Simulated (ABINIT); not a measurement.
# How the form of the self-energy moves the gap of CaC2 (R-3m), part 2 of 2

Wanted: the gap of CaC2 (R-3m) under several approximations, with cost.

ABINIT 10.8.3; PBEsol and many-body steps on it, plane waves. Known limits of the many-body steps: not at the basis limit.

So far. Step 5 (G0W0, Hybertsen-Louie plasmon pole): Against G0W0 in ABINIT (4×4×4 mesh, 63 bands, screening to 122.5 eV, Godby-Needs plasmon pole), the gap moves by +0.175 eV. Step 6 (G0W0, von der Linden-Horsch plasmon pole): Against G0W0 in ABINIT (4×4×4 mesh, 63 bands, screening to 122.5 eV, Godby-Needs plasmon pole), the gap moves by +0.112 eV.

## 7. G0W0, Engel-Farid plasmon pole

Level of this step: G0W0 on PBEsol, plane waves, norm-conserving pseudopotentials (ABINIT).

Contents of run.abi:

```
acell 3*1.0 Angstrom
rprim 
  1.944397984288 1.122598699617 3.953874776707
  -1.944397984288 1.122598699617 3.953874776707
  -0.000000000000 -2.245197399304 3.953874776686
ntypat 2
znucl 20 6
natom 3
typat 1 2 2
xred 
  0.000000000000 0.000000000000 0.000000000000
  0.552915000000 0.552915000000 0.552915000000
  0.447085000000 0.447085000000 0.447085000000
pp_dirpath "pseudos"
pseudos "Ca.upf, C.upf"
ecut 37
ngkpt 4 4 4
nshiftk 1
shiftk 0 0 0
kptopt 1
chksymbreak 0
istwfk *1
occopt 1
irdwfk 1
optdriver 4
nband 63
gwcalctyp 0
ecutsigx 37
symsigma 1
nkptgw 3
kptgw 
  0.5000000000 0.5000000000 0.5000000000
  0.5000000000 0.5000000000 0.0000000000
  0.0000000000 0.0000000000 0.0000000000
bdgw 
  7 11
  8 11
  8 11
ecuteps 4.5
irdscr 1
ppmodel 4
indata_prefix "in"
outdata_prefix "out"
tmpdata_prefix "tmp"
```

Command:

```
$ OMP_NUM_THREADS=1 mpirun -n 4 abinit run.abi > log
```

Numbers of over 12 decimals in the logs are rounded to 6 here.

Log:

```text
.Version 10.8.3 of ABINIT. v10.8.2 released Aug 2026.

 Symmetries : space group R-3 m (#166); Bravais hR (rhombohedral)
[... echo of the input left out ...]
== DATASET  1 ==================================================================
-   mpi_nproc: 4, omp_nthreads: 1 (-1 if OMP is not activated)

--- !DatasetInfo
iteration_state: {dtset: 1, }
dimensions: {natom: 3, nkpt: 13, mband: 63, nsppol: 1, nspinor: 1, nspden: 1, mpw: 3777, }
cutoff_energies: {ecut:  37.0, pawecutdg:  -1.0, }
[...]
Band     E0 <VxcDFT>   SigX SigC(E0)      Z dSigC/dE  Sig(E)    E-E0       E
[...]
10   5.629 -12.960  -7.505  -3.323   0.823  -0.216 -11.206   1.755   7.384
       11   5.629 -12.960  -7.505  -3.323   0.823  -0.216 -11.206   1.755   7.384

== END DATASET(S) ==============================================================
================================================================================

 -outvars: echo values of variables after computation  --------
           etotal      0.0000000000E+00
            nband          63
             nkpt          13
          spgroup         166
 [... the other variables as echoed above ...]

 Calculation completed.
```

Run time: 6 s. Hardware: 4 MPI ranks of Intel Xeon Platinum 8488C (Sapphire Rapids), shared host; peak memory 0.85 GiB; 23 s of CPU time.

Numbers from this step:

```
G0W0 gap on the points computed              : 4.66 eV
starting gap on the mesh                     : 2.585 eV
k of the valence top                         : 0.5, 0.5, 0.5
k of the conduction bottom                   : 0.5, 0.5, 0
least direct G0W0 gap on the computed points : 6.053 eV
```

Against G0W0 in ABINIT (4×4×4 mesh, 63 bands, screening to 122.5 eV, Godby-Needs plasmon pole), the gap moves by +0.073 eV.

## 8. One-shot Hartree-Fock

This step: one-shot Hartree-Fock on PBEsol, plane waves, norm-conserving pseudopotentials.

Edit run.abi of step 7 so:

```diff
@@ -25,4 +25,4 @@
 optdriver 4
-nband 63
-gwcalctyp 0
+nband 13
+gwcalctyp 5
 ecutsigx 37
@@ -38,5 +38,4 @@
   8 11
-ecuteps 4.5
-irdscr 1
-ppmodel 4
+ixc_sigma 40
+fftgw 31
 indata_prefix "in"
```

Log:

```text
.Version 10.8.3 of ABINIT. v10.8.2 released Aug 2026.

 Symmetries : space group R-3 m (#166); Bravais hR (rhombohedral)
[... echo of the input left out ...]
== DATASET  1 ==================================================================
-   mpi_nproc: 4, omp_nthreads: 1 (-1 if OMP is not activated)

--- !DatasetInfo
iteration_state: {dtset: 1, }
dimensions: {natom: 3, nkpt: 13, mband: 13, nsppol: 1, nspinor: 1, nspden: 1, mpw: 3777, }
cutoff_energies: {ecut:  37.0, pawecutdg:  -1.0, }
[...]
Band     E0 <VxcDFT>   SigX SigC(E0)      Z dSigC/dE  Sig(E)    E-E0       E
[...]
10   5.629 -12.960  -7.505   0.000   1.000   0.000  -7.505   5.456  11.085
       11   5.629 -12.960  -7.505   0.000   1.000   0.000  -7.505   5.456  11.085

== END DATASET(S) ==============================================================
================================================================================

 -outvars: echo values of variables after computation  --------
           etotal      0.0000000000E+00
            nband          13
             nkpt          13
          spgroup         166
 [... the other variables as echoed above ...]

 Calculation completed.
```

The job ended after 3.3 s (4 MPI ranks; peak memory 0.78 GiB; 12 s of CPU time).

Numbers from this step:

- quasiparticle gap on the points computed: 11.05 eV
- starting gap on the mesh: 2.585 eV
- k of the valence top: 0, 0, 0
- k of the conduction bottom: 0.5, 0.5, 0
- least direct quasiparticle gap on the computed points: 11.83 eV

Against G0W0 in ABINIT (4×4×4 mesh, 63 bands, screening to 122.5 eV, Godby-Needs plasmon pole), the gap moves by +6.462 eV.

## 9. Screening, 4×4×4 mesh, 63 bands, screening to 122.5 eV

This step: RPA screening on PBEsol, plane waves, norm-conserving pseudopotentials.

Edit run.abi of step 8 so:

```diff
@@ -24,18 +24,14 @@
 irdwfk 1
-optdriver 4
-nband 13
-gwcalctyp 5
-ecutsigx 37
-symsigma 1
-nkptgw 3
-kptgw 
-  0.5000000000 0.5000000000 0.5000000000
-  0.5000000000 0.5000000000 0.0000000000
-  0.0000000000 0.0000000000 0.0000000000
-bdgw 
-  7 11
-  8 11
-  8 11
-ixc_sigma 40
-fftgw 31
+optdriver 3
+nband 63
+ecuteps 4.5
+inclvkb 2
+awtr 1
+symchi 1
+gwcalctyp 2
+nfreqre 16
+freqremax 40 eV
+nfreqim 8
+spmeth 1
+nomegasf 120
 indata_prefix "in"
```

Log:

```text
.Version 10.8.3 of ABINIT. v10.8.2 released Aug 2026.

 Symmetries : space group R-3 m (#166); Bravais hR (rhombohedral)
[... echo of the input left out ...]
== DATASET  1 ==================================================================
-   mpi_nproc: 4, omp_nthreads: 1 (-1 if OMP is not activated)

--- !DatasetInfo
iteration_state: {dtset: 1, }
dimensions: {natom: 3, nkpt: 13, mband: 63, nsppol: 1, nspinor: 1, nspden: 1, mpw: 3777, }
cutoff_energies: {ecut:  37.0, pawecutdg:  -1.0, }
electrons: {nelect:   1.80000000E+01, charge:   0.00000000E+00, occopt:   1.00000000E+00, tsmear:   1.00000000E-02, }

 SCREENING: Calculation of the susceptibility and dielectric matrices

 Based on a program developped by R.W. Godby, V. Olevano, G. Onida, and L. Reining.
 Incorporated in ABINIT by V. Olevano, G.-M. Rignanese, and M. Torrent.
.Using double precision arithmetic ; gwpc =  8

[... cell and pseudopotentials left out ...]
--------------------------------------------------------------------------------

 ==== K-mesh for the wavefunctions ====
 Number of points in the irreducible wedge :    13
[... list of points left out ...]
 Together with 12 symmetry operations and time-reversal symmetry
 yields    64 points in the full Brillouin Zone.

 ==== Q-mesh for the screening function ====
 Number of points in the irreducible wedge :    13
[... list of points left out ...]
 Together with 12 symmetry operations and time-reversal symmetry
 yields    64 points in the full Brillouin Zone.

 setmesh: FFT mesh size selected  =    32x   32x   32
          total number of points  =        32768

 vcoul_init : cutoff-mode = AUXILIARY_FUNCTION
 q-points for optical limit:   1
     1)      0.000010    0.000020    0.000030

- screening: taking advantage of time-reversal symmetry
- Maximum band index for partially occupied states nbvw = 9
- Remaining bands to be divided among processors   nbcw = 54
- Number of bands treated by each node ~13

 Number of electrons calculated from density =   18.0000; Expected =   18.0000
 average of density, n =  0.051510
 r_s =    1.6673
 omega_plasma =   21.8928 [eV]

 calculating chi0 at frequencies [eV] :
  1    0.000000E+00    0.000000E+00
  2    2.666667E+00    0.000000E+00
  3    5.333333E+00    0.000000E+00
[...]
23    0.000000E+00    5.575719E+01
 24    0.000000E+00    7.850673E+01

--------------------------------------------------------------------------------
  q-point number  1        q = ( 0.000000, 0.000000, 0.000000) [r.l.u.]
--------------------------------------------------------------------------------
[... chi0 elements left out ...]
  [... further frequencies ...]

 No. of calculated frequencies >  15, stop printing
 For q-point:  0.000010 0.000020 0.000030
  dielectric constant =   3.8066
  dielectric constant without local fields =   4.7293

  Average fulfillment of the sum rule on Im[epsilon] for q-point    1 :     60.90  [%]
[... wings left out ...]
  q-point number  2        q = ( 0.250000, 0.000000, 0.000000) [r.l.u.]
--------------------------------------------------------------------------------
[... chi0 elements left out ...]
  [... further frequencies ...]

 No. of calculated frequencies >  15, stop printing
  Average fulfillment of the sum rule on Im[epsilon] for q-point    2 :     72.52  [%]

 [... 11 further q-points ...]
```

Wall time 37 s (4 MPI ranks); peak memory 1.2 GiB.

Numbers from this step:

```yaml
eps_infinity_with_local_fields_on_this_mesh_along_the_program_s_q_direction: 3.807
the_same_without_local_fields: 4.729
plasma_frequency: 21.89 eV
plane_waves_in_the_screening_matrix: 169
```

## 10. G0W0, contour deformation

This step: G0W0 on PBEsol, plane waves, norm-conserving pseudopotentials.

Edit run.abi of step 9 so:

```diff
@@ -24,14 +24,18 @@
 irdwfk 1
-optdriver 3
+optdriver 4
 nband 63
+gwcalctyp 2
+ecutsigx 37
+symsigma 1
+nkptgw 3
+kptgw 
+  0.5000000000 0.5000000000 0.5000000000
+  0.5000000000 0.5000000000 0.0000000000
+  0.0000000000 0.0000000000 0.0000000000
+bdgw 
+  7 11
+  8 11
+  8 11
 ecuteps 4.5
-inclvkb 2
-awtr 1
-symchi 1
-gwcalctyp 2
-nfreqre 16
-freqremax 40 eV
-nfreqim 8
-spmeth 1
-nomegasf 120
+irdscr 1
 indata_prefix "in"
```

Log:

```text
.Version 10.8.3 of ABINIT. v10.8.2 released Aug 2026.

 Symmetries : space group R-3 m (#166); Bravais hR (rhombohedral)
[... echo of the input left out ...]
== DATASET  1 ==================================================================
-   mpi_nproc: 4, omp_nthreads: 1 (-1 if OMP is not activated)

--- !DatasetInfo
iteration_state: {dtset: 1, }
dimensions: {natom: 3, nkpt: 13, mband: 63, nsppol: 1, nspinor: 1, nspden: 1, mpw: 3777, }
cutoff_energies: {ecut:  37.0, pawecutdg:  -1.0, }
[...]
Band     E0 <VxcDFT>   SigX SigC(E0)      Z dSigC/dE  Sig(E)    E-E0       E
[...]
11   5.629 -12.960  -7.505  -3.215   0.785  -0.274 -11.201   1.759   7.388
       11   0.000   0.000   0.000   0.000   0.000   0.000   0.000   0.000   0.000

== END DATASET(S) ==============================================================
================================================================================

 -outvars: echo values of variables after computation  --------
           etotal      0.0000000000E+00
            nband          63
             nkpt          13
          spgroup         166
 [... the other variables as echoed above ...]

 Calculation completed.
```

Elapsed: 6.1 s, on 4 MPI ranks; peak memory 0.92 GiB; 23 s of CPU time.

Numbers from this step:

- G0W0 gap on the points computed: 4.551 eV
- starting gap on the mesh: 2.585 eV
- k of the valence top: 0.5, 0.5, 0.5
- k of the conduction bottom: 0.5, 0.5, 0
- least direct G0W0 gap on the computed points: 5.879 eV

Against G0W0 in ABINIT (4×4×4 mesh, 63 bands, screening to 122.5 eV, Godby-Needs plasmon pole), the gap moves by −0.036 eV.

## 11. Screening, 4×4×4 mesh, 63 bands, screening to 122.5 eV

This step: RPA screening on PBEsol, plane waves, norm-conserving pseudopotentials.

Edit run.abi of step 10 so:

```diff
@@ -24,18 +24,11 @@
 irdwfk 1
-optdriver 4
+optdriver 3
 nband 63
-gwcalctyp 2
-ecutsigx 37
-symsigma 1
-nkptgw 3
-kptgw 
-  0.5000000000 0.5000000000 0.5000000000
-  0.5000000000 0.5000000000 0.0000000000
-  0.0000000000 0.0000000000 0.0000000000
-bdgw 
-  7 11
-  8 11
-  8 11
 ecuteps 4.5
-irdscr 1
+inclvkb 2
+awtr 1
+symchi 1
+gwcalctyp 1
+nfreqre 0
+nfreqim 16
 indata_prefix "in"
```

Log:

```text
.Version 10.8.3 of ABINIT. v10.8.2 released Aug 2026.

 Symmetries : space group R-3 m (#166); Bravais hR (rhombohedral)
[... echo of the input left out ...]
== DATASET  1 ==================================================================
-   mpi_nproc: 4, omp_nthreads: 1 (-1 if OMP is not activated)

--- !DatasetInfo
iteration_state: {dtset: 1, }
dimensions: {natom: 3, nkpt: 13, mband: 63, nsppol: 1, nspinor: 1, nspden: 1, mpw: 3777, }
cutoff_energies: {ecut:  37.0, pawecutdg:  -1.0, }
[...]
No. of calculated frequencies >  15, stop printing
 For q-point:  0.000010 0.000020 0.000030
  dielectric constant =   3.7921
  dielectric constant without local fields =   4.7069

  Average fulfillment of the sum rule on Im[epsilon] for q-point    1 :     60.90  [%]
[... wings left out ...]
  q-point number  2        q = ( 0.250000, 0.000000, 0.000000) [r.l.u.]
--------------------------------------------------------------------------------
[... chi0 elements left out ...]
  [... further frequencies ...]

 No. of calculated frequencies >  15, stop printing
  Average fulfillment of the sum rule on Im[epsilon] for q-point    2 :     72.51  [%]

 [... 11 further q-points ...]
```

It took 45 s on 4 MPI ranks; peak memory 1.1 GiB.

This step gave:

```yaml
eps_infinity_with_local_fields_on_this_mesh_along_the_program_s_q_direction: 3.792
the_same_without_local_fields: 4.707
plasma_frequency: 21.89 eV
plane_waves_in_the_screening_matrix: 169
```

## 12. G0W0, analytic continuation

This step: G0W0 on PBEsol, plane waves, norm-conserving pseudopotentials.

Edit run.abi of step 11 so:

```diff
@@ -24,11 +24,20 @@
 irdwfk 1
-optdriver 3
+optdriver 4
 nband 63
+gwcalctyp 1
+ecutsigx 37
+symsigma 1
+nkptgw 3
+kptgw 
+  0.5000000000 0.5000000000 0.5000000000
+  0.5000000000 0.5000000000 0.0000000000
+  0.0000000000 0.0000000000 0.0000000000
+bdgw 
+  7 11
+  8 11
+  8 11
 ecuteps 4.5
-inclvkb 2
-awtr 1
-symchi 1
-gwcalctyp 1
-nfreqre 0
-nfreqim 16
+irdscr 1
+nomegasi 12
+omegasimax 25 eV
 indata_prefix "in"
```

Log:

```text
.Version 10.8.3 of ABINIT. v10.8.2 released Aug 2026.

 Symmetries : space group R-3 m (#166); Bravais hR (rhombohedral)
[... echo of the input left out ...]
== DATASET  1 ==================================================================
-   mpi_nproc: 4, omp_nthreads: 1 (-1 if OMP is not activated)

--- !DatasetInfo
iteration_state: {dtset: 1, }
dimensions: {natom: 3, nkpt: 13, mband: 63, nsppol: 1, nspinor: 1, nspden: 1, mpw: 3777, }
cutoff_energies: {ecut:  37.0, pawecutdg:  -1.0, }
[...]
Band     E0 <VxcDFT>   SigX SigC(E0)      Z dSigC/dE  Sig(E)    E-E0       E
[...]
11   1.777 -12.960  -7.505  -3.260   0.764  -0.308 -11.331   1.629   3.406
       11   0.000   0.000   0.000   0.001  -0.012  -0.021  -0.073  -0.073  -0.073

== END DATASET(S) ==============================================================
================================================================================

 -outvars: echo values of variables after computation  --------
           etotal      0.0000000000E+00
            nband          63
             nkpt          13
          spgroup         166
 [... the other variables as echoed above ...]

 Calculation completed.
```

Elapsed: 8.9 s, on 4 MPI ranks; peak memory 1.1 GiB; 35 s of CPU time.

Numbers from this step:

```yaml
g0w0_gap_on_the_points_computed: 4.523 eV
starting_gap_on_the_mesh: 2.585 eV
k_of_the_valence_top: 0.5, 0.5, 0.5
k_of_the_conduction_bottom: 0.5, 0.5, 0
least_direct_g0w0_gap_on_the_computed_points: 5.798 eV
```

Against G0W0 in ABINIT (4×4×4 mesh, 63 bands, screening to 122.5 eV, Godby-Needs plasmon pole), the gap moves by −0.064 eV.

## 13. Side by side

Times are wall times on 4 MPI ranks of Intel Xeon Platinum 8488C (Sapphire Rapids), shared host, good to a factor of about two. A run's time includes the screening step that it read.

```
                                     run   mesh  bands  screening cutoff (eV)  DFT gap (eV)  gap on the mesh (eV)  direct (eV)  ε∞ used   time
          G0W0, Godby-Needs plasmon pole  4×4×4     63                  122.5         2.585                 4.587        5.960     3.79   36 s
      G0W0, Hybertsen-Louie plasmon pole  4×4×4     63                  122.5         2.585                 4.762        6.119     3.79   36 s
G0W0, von der Linden-Horsch plasmon pole  4×4×4     63                  122.5         2.585                 4.699        6.164     3.79   33 s
          G0W0, Engel-Farid plasmon pole  4×4×4     63                  122.5         2.585                 4.660        6.053     3.79   33 s
                   one-shot Hartree-Fock  4×4×4      -                      -         2.585                11.049       11.833        -  3.3 s
               G0W0, contour deformation  4×4×4     63                  122.5         2.585                 4.551        5.879     3.81   43 s
             G0W0, analytic continuation  4×4×4     63                  122.5         2.585                 4.523        5.798     3.79   54 s
```

## 14. Outcome

- G0W0, Godby-Needs plasmon pole: 4.587 eV
- G0W0, Hybertsen-Louie plasmon pole: 4.762 eV
- G0W0, von der Linden-Horsch plasmon pole: 4.699 eV
- G0W0, Engel-Farid plasmon pole: 4.660 eV
- one-shot Hartree-Fock: 11.049 eV
- G0W0, contour deformation: 4.551 eV
- G0W0, analytic continuation: 4.523 eV
- known limits: not at the basis limit

G0W0, Hybertsen-Louie plasmon pole: +0.175 eV against G0W0, Godby-Needs plasmon pole. G0W0, von der Linden-Horsch plasmon pole: +0.112 eV against G0W0, Godby-Needs plasmon pole. G0W0, Engel-Farid plasmon pole: +0.073 eV against G0W0, Godby-Needs plasmon pole. One-shot Hartree-Fock: +6.462 eV against G0W0, Godby-Needs plasmon pole. G0W0, contour deformation: −0.036 eV against G0W0, Godby-Needs plasmon pole. G0W0, analytic continuation: −0.064 eV against G0W0, Godby-Needs plasmon pole. Bare exchange alone opens the gap to 11.05 eV; against G0W0, correlation takes back 6.46 eV. Bands and cutoff are finite, so the gap is not at the basis limit. The miss can reach some tenths of an eV and take either sign; the mesh is an error of its own. In the first G0W0 run levels were corrected at 3 k points alone, so a gap called «on the mesh» is the least over those, and an edge elsewhere would be missed.

[Paths, hosts, dates, memory and timing lines, banners, echoed tables and standing remarks are left out of the program output.]

[Logs are printed without paths, hosts, clocks, repeated set-up lines and the standing remarks that a program may print on its own settings, such as how far it seeks lower states.]

[Runs of the session that timed out or met a known fault of the program may be left out.]

[No measured gap is set beside runs whose start may be inverted or whose files or cutoffs have a known fault.]

[Hosts, paths, dates, database ids (printed as entryN), source tags and the programs' standing remarks are cut or masked in the printed files.]

[G0W0 gaps are taken among the corrected bands and points alone; a level outside them can change the order at an edge.]

[Where Ansatz stands beside ABINIT at settings called matched, ABINIT's density can come from a denser mesh and the files from another edition; pairs whose starting gaps differed by over 0.03 eV were left out, so agreement reads better than it is.]
